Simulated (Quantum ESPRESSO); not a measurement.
# LiF (Griceite): phonon deformation potentials, worked out

Aim: the phonon deformation potentials p and q of LiF (Griceite), tested on a biaxially strained cell.

Program: Quantum ESPRESSO 7.5. Level of theory: DFT PBE, scalar-relativistic, plane waves, GBRV ultrasoft pseudopotentials. Results are calculated unless marked as measured.

## 1. The relaxed structure

It takes space group Fm-3m (No. 225, cubic). Conventional cell: a = 4.066 Å, b = 4.066 Å, c = 4.066 Å, α = 90.00°, β = 90.00°, γ = 90.00°. Nearest to Li lie 6 F at 2.03 Å. Nearest to F lie 6 Li at 2.03 Å. Farther neighbours and most contacts between anions are not listed.

Coordinates:

```xyz
2
Lattice="-2.0330 0.0000 2.0330 0.0000 2.0330 2.0330 -2.0330 2.0330 0.0000" Properties=species:S:1:pos:R:3 pbc="T T T"
Li    0.0000    0.0000    0.0000
F    -2.0330    2.0330    2.0330
```

This is the cell after its relaxation at this level of theory, not the database cell from which that began.

## 2. Uniaxial strain

The relaxed cell is stretched along z alone. This keeps all atoms on sites fixed by symmetry and splits the threefold mode into a singlet, polarised along z, and a doublet. The macroscopic field is left out, so these are transverse modes. Cutoff 55 Ry, k mesh 12×12×12.

From the response at ε_zz = 0.01:

What it wrote:

```text
[banners, grids, parts of the stress and lines that vanish by symmetry left out]
Program PHONON v.7.5
     Reading xml data from directory:

[...]
Exchange-correlation= PBE
                           (   1   4   3   4   0   0   0)
[...]
kinetic-energy cut-off    =      55.0000  Ry
     charge density cut-off    =     440.0000  Ry
     convergence threshold     =      1.0E-18
[...]
Exchange-correlation= PBE
                           (   1   4   3   4   0   0   0)
[...]
q = (   0.0000000   0.0000000   0.0000000 )
     17 Sym.Ops. (with q -> -q+G )
     G cutoff =  332.3145  (  17853 G-vectors)     FFT grid: ( 40, 40, 40)
     G cutoff =  166.1572  (   6279 G-vectors)  smooth grid: ( 25, 25, 25)
     number of k points=   163
[...]
Mode symmetry, D_4h(4/mmm) point group:
[...]
Representation #   1 mode #   1
[...]
End of self-consistent calculation
     Convergence has been achieved
     Representation #   2 mode #   2
[...]
End of self-consistent calculation
     Convergence has been achieved
     Representation #   3 modes #   3   4
[...]
End of self-consistent calculation
     Convergence has been achieved
     Representation #   4 modes #   5   6
[...]
End of self-consistent calculation
     Convergence has been achieved
[...]
q = (    0.000000000   0.000000000   0.000000000 )
[...]
freq (    1) =      -0.111152 [THz] =      -3.707640 [cm-1]
     freq (    2) =      -0.111152 [THz] =      -3.707640 [cm-1]
     freq (    3) =      -0.089821 [THz] =      -2.996096 [cm-1]
     freq (    4) =       7.228099 [THz] =     241.103418 [cm-1]
     freq (    5) =       8.115369 [THz] =     270.699558 [cm-1]
     freq (    6) =       8.115369 [THz] =     270.699558 [cm-1]
[...]
Mode symmetry, D_4h(4/mmm) point group:
     freq (   1-   2) =         -3.7  [cm-1]   --> E_u  X_5' M_5'  I
     freq (   3-   3) =         -3.0  [cm-1]   --> A_2u X_4' M_4'  I
     freq (   4-   4) =        241.1  [cm-1]   --> A_2u X_4' M_4'  I
     freq (   5-   6) =        270.7  [cm-1]   --> E_u  X_5' M_5'  I

   JOB DONE.
```

| ε_zz | singlet (cm⁻¹) | doublet (cm⁻¹) | σ_zz (GPa) | σ_xx (GPa) |
| --- | --- | --- | --- | --- |
| -0.01 | 298.10 | 267.68 | -1.154 | -0.459 |
| -0.005 | 283.70 | 268.59 | -0.553 | -0.221 |
| 0 | 269.40 | 269.40 | 0.011 | 0.011 |
| 0.005 | 255.20 | 270.08 | 0.542 | 0.240 |
| 0.01 | 241.10 | 270.70 | 1.040 | 0.463 |

Stress is counted positive in tension.

## 3. The fit

To first order ω² − ω₀² = p ε_zz + q (ε_xx + ε_yy) for the mode along z, and likewise for x and y. With ε_zz alone the singlet gives p and the doublet q.

The linear terms of parabolas through ω² are p = -21.17 ω₀² and q = 1.12 ω₀², with ω₀ = 269.4 cm⁻¹. Those of the stresses are C11 = 110 GPa and C12 = 46 GPa. Under hydrostatic strain p and q imply γ = −(p + 2q)/(6 ω₀²) = 3.16.

A layer held to an in-plane strain ε and free along z takes ε_zz = −2 (C12/C11) ε = -0.841 ε. To first order the singlet then shifts by (q − p C12/C11) ε / ω₀ = 2699 ε cm⁻¹. For ε = 0.006, ε_zz = -0.00504, the formulas for ω² predict 285.12 cm⁻¹ for the singlet and 251.86 cm⁻¹ for the doublet.

## 4. A biaxially strained cell

This run was no part of the fit.

What it wrote:

```text
[banners, grids, parts of the stress and lines that vanish by symmetry left out]
[banner, memory and clock lines left out]
Program PHONON v.7.5

[...]
Exchange-correlation= PBE
                           (   1   4   3   4   0   0   0)
[...]
kinetic-energy cut-off    =      55.0000  Ry
     charge density cut-off    =     440.0000  Ry
     convergence threshold     =      1.0E-18
[...]
Exchange-correlation= PBE
                           (   1   4   3   4   0   0   0)
[...]
q = (   0.0000000   0.0000000   0.0000000 )
     17 Sym.Ops. (with q -> -q+G )
     G cutoff =  329.3339  (  17829 G-vectors)     FFT grid: ( 40, 40, 40)
     G cutoff =  164.6670  (   6295 G-vectors)  smooth grid: ( 25, 25, 25)
     number of k points=   163
[...]
Mode symmetry, D_4h(4/mmm) point group:
[...]
Representation #   1 mode #   1
[...]
End of self-consistent calculation
     Convergence has been achieved
     Representation #   2 mode #   2
[...]
End of self-consistent calculation
     Convergence has been achieved
     Representation #   3 modes #   3   4
[...]
End of self-consistent calculation
     Convergence has been achieved
     Representation #   4 modes #   5   6
[...]
End of self-consistent calculation
     Convergence has been achieved
[...]
q = (    0.000000000   0.000000000   0.000000000 )
[...]
freq (    1) =      -0.030224 [THz] =      -1.008174 [cm-1]
     freq (    2) =      -0.030224 [THz] =      -1.008174 [cm-1]
     freq (    3) =      -0.027442 [THz] =      -0.915362 [cm-1]
     freq (    4) =       7.567860 [THz] =     252.436621 [cm-1]
     freq (    5) =       7.567860 [THz] =     252.436621 [cm-1]
     freq (    6) =       8.558062 [THz] =     285.466205 [cm-1]
[...]
Mode symmetry, D_4h(4/mmm) point group:
     freq (   1-   2) =         -1.0  [cm-1]   --> E_u  X_5' M_5'  I
     freq (   3-   3) =         -0.9  [cm-1]   --> A_2u X_4' M_4'  I
     freq (   4-   5) =        252.4  [cm-1]   --> E_u  X_5' M_5'  I
     freq (   6-   6) =        285.5  [cm-1]   --> A_2u X_4' M_4'  I
```

| mode | predicted (cm⁻¹) | run (cm⁻¹) |
| --- | --- | --- |
| singlet | 285.12 | 285.47 |
| doublet | 251.86 | 252.44 |

The stress along z is 0.001 GPa and that in the plane 0.681 GPa; the unstrained cell carries 0.011 GPa.

## 5. Results

| Property | Result |
| --- | --- |
| p (in units of the squared frequency) | -21.17 |
| q (same units) | 1.117 |
| shift of the singlet per unit of biaxial strain | 2699 cm⁻¹ |
| C11 and C12 | 110 and 46 GPa |

In words: To first order, one per cent of tensile biaxial strain moves the singlet of LiF (Griceite) by 27.0 cm⁻¹ and the doublet by -28.3 cm⁻¹; the formulas miss the test run by up to 0.58 cm⁻¹. In the rock-salt structure this mode is infrared active and has no first-order Raman line. The third potential, r, needs shear strain, which was not run. These are harmonic values at zero temperature.

[Host names and launcher messages were left out of these logs when they were recorded.]

[Logs are printed without paths, hosts, clocks, repeated set-up lines and the standing remarks that a program may print on its own settings, such as how far it seeks lower states.]

[Hosts, paths, dates, database ids (printed as entryN), source tags and the programs' standing remarks are cut or masked in the printed files.]
